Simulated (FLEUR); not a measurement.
Computed results, one entry a study.

```
! title: MnS (Browneite): which magnetic order is lowest
! method: PBEsol with U = 4.9 eV, J = 0.9 eV on Mn d; all-electron FLAPW, Dirac cores, scalar-relativistic bands
! program: FLEUR MaX-R8.1
! settings of one run: kmax 4.26 1/bohr, gmax 12.8 1/bohr, muffin tin radii Mn: 2.7, S: 1.76 bohr, lmax Mn: [10, 8], S: [6, 4], hist occupations, smearing width 0.08 eV, mixer Anderson, mixing 0.05, max iterations 130, stop 0.0001 me/bohr³, collinear spin, 6×3×6 k-mesh, double counting FLL, mesh matched on, starting moments 4.5 -4.5 0 0 μB
! cost: 3 runs, 5.8 min in all on 4 MPI ranks of Intel Xeon 6975P-C (Granite Rapids), shared host (the runs of this entry)
! notes: This is the lowest of 3 finished starts, no proof of the ground state.
! lowest state found: antiferromagnetic (initial antiferro q=(0,1/2,1/2) +-)
! largest site spin moment: 4.61 μB
! next finished state: antiferromagnetic, 21.5 meV a seeded atom higher
CELL_PARAMETERS angstrom
0.00000 2.80000 2.80000
5.60000 0.00000 5.60000
5.60000 2.80000 2.80000
ATOMIC_POSITIONS crystal
Mn 0.00000 0.00000 0.00000
Mn 0.00000 0.50000 0.00000
S 0.25000 0.00000 0.25000
S 0.25000 0.50000 0.25000
```

[Logs and program files are shortened in this print: banners, set-up blocks, solver, clock and traceback lines can be left out without a mark of their own.]

[Logs are printed without paths, hosts, clocks, repeated set-up lines and the standing remarks that a program may print on its own settings, such as how far it seeks lower states.]

[Hosts, paths, dates, database ids (printed as entryN), source tags and the programs' standing remarks are cut or masked in the printed files.]

[Where a cell is said to come from a database of computed structures, the database is the Materials Project.]
